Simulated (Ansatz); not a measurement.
## N on Mo(110): change of the work function

Aim: the work function of Mo(110) at several coverages of N (hollow site), and the dipole that each adsorbate carries.

Method: plane-wave DFT, PBE, Ansatz PAW, in Ansatz 0.2.0.

This is a report of a sequence of runs, with the program logs left out and the cost of each run kept.

## (1) The structure

The cell holds 4 atoms: 4 Mo. Cell: a = 2.728 Å, b = 2.728 Å, c = 24.682 Å, α = 90.0°, β = 90.0°, γ = 70.5°. Vacuum lies along c.

## (2) The clean slab

The bare slab comes first, as the zero from which every change is counted. The two lowest layers are held at bulk places and the upper ones relax. The dipole correction removes the false field that a one-sided slab makes across the periodic vacuum, so each face gets a flat vacuum level of its own.

Input file input.yaml:

```yaml
crystal:
  lattice:
    - [2.2273863607, -1.575, 0.0]
    - [2.2273863607, 1.575, 0.0]
    - [0.0, 0.0, 24.6821590822]
  atoms:
    - { symbol: Mo, position: [0.0, 0.0, 0.3646358477] }
    - { symbol: Mo, position: [0.5, 0.5, 0.4548786159] }
    - { symbol: Mo, position: [0.0, 0.0, 0.5451213841] }
    - { symbol: Mo, position: [0.5, 0.5, 0.6353641523] }
kpoints:
  mp_grid: { grid: [12, 12, 1] }
hamiltonian:
  xc: pbe
scf:
  occupations: { method: fermi_dirac, width: 0.1 }
  convergence: { dr2_threshold: 1.0e-08 }
efield:
  axis: 3
  dipole_correction: true
  ramp_position: 0.97
  ramp_width: 0.06
relax:
  f_tol: 0.02
  max_steps: 60
  constraints: [{ sites: [0, 1] }]
output:
  write_potential: true
  write_density: true
  volumetric_format: npy
```

Command:

```console
$ ansatz run input.yaml --threads 4 --pin off --max-ram 16384MiB --backend cpu --events-out ev --progress --plain --runs-dir out
```

The job ended after 16 s (4 threads of AMD EPYC 7R13 (Zen 3), shared host; peak memory 0.67 GiB; 62 s of CPU time).

The steps of the relaxation:

```
step  energy less that of the first step (eV)  largest force component (eV/Å)
   1                                   0.0000                          0.6071
   2                                   0.0156                          0.8030
   3                                  -0.0210                          0.1718
   4                                  -0.0224                          0.0062
```

Relaxation step 2 was tried and not accepted.

The run keeps the 4 symmetry operations that the program found, so distortions that break them were not tested.

The atoms that moved most (Å):

```
atom     dx     dy      dz  length
 Mo4  0.000  0.000  -0.059   0.059
 Mo3  0.000  0.000   0.022   0.022
```

Final coordinates:

```xyz
4
Lattice="2.2274 -1.5750 0.0000 2.2274 1.5750 0.0000 0.0000 0.0000 24.6822" Properties=species:S:1:pos:R:3
Mo    0.0000    0.0000    9.0000
Mo    2.2274    0.0000   11.2274
Mo    0.0000    0.0000   13.4770
Mo    2.2274    0.0000   15.6232
```

Read from the output:

* energy at zero smearing: -19821.6053 eV
* work function, upper face: 4.598 eV
* work function, lower face: 4.696 eV
* dipole along the normal: 0.003789 e·Å
* step between the vacuum levels: -0.09772 eV

Running mean over 2.227 Å of the planar mean; the ramp of the sawtooth is left out. Electron's electrostatic potential energy less the Fermi level against z:

```
z (Å)  electron's electrostatic potential energy less the Fermi level (eV)
  3.5                                                                 4.70
  4.0                                                                 4.69
  4.5                                                                 4.69
  5.0                                                                 4.68
  5.5                                                                 4.65
  6.0                                                                 4.55
  6.5                                                                 4.23
  7.0                                                                 3.21
  7.5                                                               -0.134
  8.0                                                                -5.98
  8.5                                                                -10.8
  9.0                                                                -12.4
  9.5                                                                -12.6
 10.0                                                                -12.7
 10.5                                                                -12.8
 11.0                                                                -12.9
 11.5                                                                -12.9
 12.0                                                                -12.7
 12.5                                                                -12.7
 13.0                                                                -12.8
 13.5                                                                -13.0
 14.0                                                                -13.4
 14.5                                                                -13.7
 15.0                                                                -13.3
 15.5                                                                -12.7
 16.0                                                                -11.5
 16.5                                                                -7.48
 17.0                                                                -1.49
 17.5                                                                 2.59
 18.0                                                                 3.99
 18.5                                                                 4.41
 19.0                                                                 4.54
 19.5                                                                 4.58
 20.0                                                                 4.59
 20.5                                                                 4.60
 21.0                                                                 4.60
 21.5                                                                 4.60
```

The relaxation took 4 steps and lowered the energy by 0.022 eV; the largest force on the free atoms ends at 0.0062 eV/Å.

The work function of the upper face is 4.60 eV.

## (3) Adsorbate added, k-mesh 4×4×1, coverage 0.111 ML

System of this step: Mo36N (N/Mo(110)). The cell holds 37 atoms: 36 Mo and 1 N. Its edges and angles: a = 8.184 Å, b = 8.184 Å, c = 26.377 Å, α = 90.0°, β = 90.0°, γ = 70.5°. Vacuum lies along c.

The clean slab as it ended is repeated in the plane and the adsorbate is set on one face; the cell's size fixes the coverage, and the k-mesh shrinks with it to keep the sampling density about even. Adsorbate and upper layers relax, since the dipole depends on the height.

Input file input.yaml:

```yaml
crystal:
  lattice:
    - [6.6821590821, -4.725, 0.0]
    - [6.6821590821, 4.725, 0.0]
    - [0.0, 0.0, 26.3772172182]
  atoms:
    - { symbol: Mo, position: [0.0, 0.0, 0.3412035442] }
    - { symbol: Mo, position: [0.1666666667, 0.1666666667, 0.4256471131] }
    - { symbol: Mo, position: [0.0, 0.0, 0.5109335839] }
    - { symbol: Mo, position: [0.1666666667, 0.1666666667, 0.5922974257] }
    - { symbol: Mo, position: [0.0, 0.3333333333, 0.3412035442] }
    - { symbol: Mo, position: [0.1666666667, 0.5, 0.4256471131] }
    - { symbol: Mo, position: [0.0, 0.3333333333, 0.5109335839] }
    - { symbol: Mo, position: [0.1666666667, 0.5, 0.5922974257] }
[... 24 atom lines left out ...]
    - { symbol: Mo, position: [0.6666666667, 0.6666666667, 0.3412035442] }
    - { symbol: Mo, position: [0.8333333333, 0.8333333333, 0.4256471131] }
    - { symbol: Mo, position: [0.6666666667, 0.6666666667, 0.5109335839] }
    - { symbol: Mo, position: [0.8333333333, 0.8333333333, 0.5922974257] }
    - { symbol: "N", position: [0.28, 0.28, 0.6587964558] }
kpoints:
  mp_grid: { grid: [4, 4, 1] }
hamiltonian:
  xc: pbe
scf:
  occupations: { method: fermi_dirac, width: 0.1 }
  convergence: { dr2_threshold: 1.0e-08 }
efield:
  axis: 3
  dipole_correction: true
  ramp_position: 0.97
  ramp_width: 0.06
relax:
  f_tol: 0.02
  max_steps: 60
  constraints:
    - { sites: [0, 1, 4, 5, 8, 9, 12, 13, 16, 17, 20, 21, 24, 25, 28, 29, 32, 33] }
output:
  write_potential: true
  write_density: true
  volumetric_format: npy
```

Wall time 13 min (4 threads); peak memory 9.3 GiB; 51 min of CPU time.

This run has no spin polarisation although its electron count is odd.

The steps of the relaxation:

```
step  energy less that of the first step (eV)  largest force component (eV/Å)
   1                                   0.0000                          5.2503
   2                                  -1.3614                          4.1629
   3                                  -2.1003                          1.5711
   4                                  -2.3210                          0.4758
   5                                  -2.3385                          0.3282
   6                                  -2.3554                          0.0761
   7                                  -2.3572                          0.0258
   8                                  -2.3575                          0.0099
```

The run keeps the 2 symmetry operations that the program found, so distortions that break them were not tested.

The atoms that moved most (Å):

```
atom      dx      dy      dz  length
 N37   0.190   0.000  -0.593   0.622
 Mo8   0.006  -0.021   0.085   0.088
Mo16   0.006   0.021   0.085   0.088
 Mo4  -0.060   0.000   0.055   0.082
Mo20   0.078   0.000  -0.002   0.078
Mo27   0.010  -0.014  -0.024   0.030
Mo11   0.010   0.014  -0.024   0.030
Mo36   0.023   0.000  -0.010   0.025
```

Final coordinates:

```cif
data_structure
_symmetry_space_group_name_H-M 'P 1'
_symmetry_Int_Tables_number 1
_cell_length_a 8.1839
_cell_length_b 8.1839
_cell_length_c 26.3772
_cell_angle_alpha 90.000
_cell_angle_beta 90.000
_cell_angle_gamma 70.529
_cell_volume 1665.63
loop_
_atom_site_label
_atom_site_type_symbol
_atom_site_fract_x
_atom_site_fract_y
_atom_site_fract_z
_atom_site_occupancy
Mo1 Mo 0.00000 0.00000 0.34120 1
Mo2 Mo 0.16667 0.16667 0.42565 1
Mo3 Mo 0.00050 0.00050 0.51095 1
Mo4 Mo 0.16219 0.16219 0.59440 1
Mo5 Mo 0.00000 0.33333 0.34120 1
Mo6 Mo 0.16667 0.50000 0.42565 1
Mo7 Mo 0.00003 0.33466 0.51131 1
Mo8 Mo 0.16936 0.49825 0.59551 1
Mo9 Mo 0.00000 0.66667 0.34120 1
Mo10 Mo 0.16667 0.83333 0.42565 1
Mo11 Mo 0.99933 0.66888 0.51002 1
Mo12 Mo 0.16639 0.83305 0.59284 1
Mo13 Mo 0.33333 0.00000 0.34120 1
Mo14 Mo 0.50000 0.16667 0.42565 1
Mo15 Mo 0.33466 0.00003 0.51131 1
Mo16 Mo 0.49825 0.16936 0.59551 1
Mo17 Mo 0.33333 0.33333 0.34120 1
Mo18 Mo 0.50000 0.50000 0.42565 1
Mo19 Mo 0.33342 0.33342 0.51088 1
Mo20 Mo 0.50580 0.50580 0.59223 1
Mo21 Mo 0.33333 0.66667 0.34120 1
Mo22 Mo 0.50000 0.83333 0.42565 1
Mo23 Mo 0.33198 0.66709 0.51129 1
Mo24 Mo 0.50113 0.83438 0.59176 1
Mo25 Mo 0.66667 0.00000 0.34120 1
Mo26 Mo 0.83333 0.16667 0.42565 1
Mo27 Mo 0.66888 0.99933 0.51002 1
Mo28 Mo 0.83305 0.16639 0.59284 1
Mo29 Mo 0.66667 0.33333 0.34120 1
Mo30 Mo 0.83333 0.50000 0.42565 1
Mo31 Mo 0.66709 0.33198 0.51129 1
Mo32 Mo 0.83438 0.50113 0.59176 1
Mo33 Mo 0.66667 0.66667 0.34120 1
Mo34 Mo 0.83333 0.83333 0.42565 1
Mo35 Mo 0.66651 0.66651 0.51105 1
Mo36 Mo 0.83506 0.83506 0.59190 1
N37 N 0.29421 0.29421 0.63633 1
```

This step gave:

```yaml
energy_at_zero_smearing: -178780.0739 eV
work_function_upper_face: 4.729 eV
work_function_lower_face: 4.663 eV
dipole_along_the_normal: -0.02275 e·Å
step_between_the_vacuum_levels: 0.06519 eV
```

Running mean over 2.227 Å of the planar mean; the ramp of the sawtooth is left out. Table of electron's electrostatic potential energy less the Fermi level by z:

z (Å), electron's electrostatic potential energy less the Fermi level (eV) and a bar from the least value:
```
      3.5        4.7 ##############################
      4.0        4.7 ##############################
      4.5        4.7 ##############################
      5.0        4.7 ##############################
      5.5        4.6 ##############################
      6.0        4.5 ##############################
      6.5        4.2 #############################
      7.0        3.2 ###########################
      7.5       -0.1 ######################
      8.0       -6.0 ############
      8.5      -10.8 ####
      9.0      -12.4 ##
      9.5      -12.6 #
     10.0      -12.7 #
     10.5      -12.8 #
     11.0      -12.9 #
     11.5      -12.8 #
     12.0      -12.7 #
     12.5      -12.7 #
     13.0      -12.8 #
     13.5      -12.9 #
     14.0      -13.2 
     14.5      -13.4 
     15.0      -13.2 
     15.5      -12.9 #
     16.0      -12.1 ##
     16.5       -8.2 #########
     17.0       -2.2 ###################
     17.5        2.1 ##########################
     18.0        3.9 #############################
     18.5        4.5 ##############################
     19.0        4.7 ##############################
     19.5        4.7 ##############################
     20.0        4.7 ##############################
     20.5        4.7 ##############################
     21.0        4.7 ##############################
     21.5        4.7 ##############################
     22.0        4.7 ##############################
     22.5        4.7 ##############################
     23.0        4.7 ##############################
```

The relaxation took 8 steps and lowered the energy by 2.4 eV; the largest force on the free atoms ends at 0.0099 eV/Å.

The covered face has 4.73 eV, +0.13 eV against the clean one; the bare back face has moved by -0.03 eV, a measure of how thin the slab is.

(Part 1 of 3 ends here.)

[Long decimals in the printed logs are rounded to 6 places.]

[Logs are printed without paths, hosts, clocks, repeated set-up lines and the standing remarks that a program may print on its own settings, such as how far it seeks lower states.]

[Hosts, paths, dates, database ids (printed as entryN), source tags and the programs' standing remarks are cut or masked in the printed files.]

[Maps of the electrostatic potential energy from Ansatz leave out the sawtooth potential of an applied field or a dipole correction, so their vacuum need not be flat; planar profiles and work functions include it.]
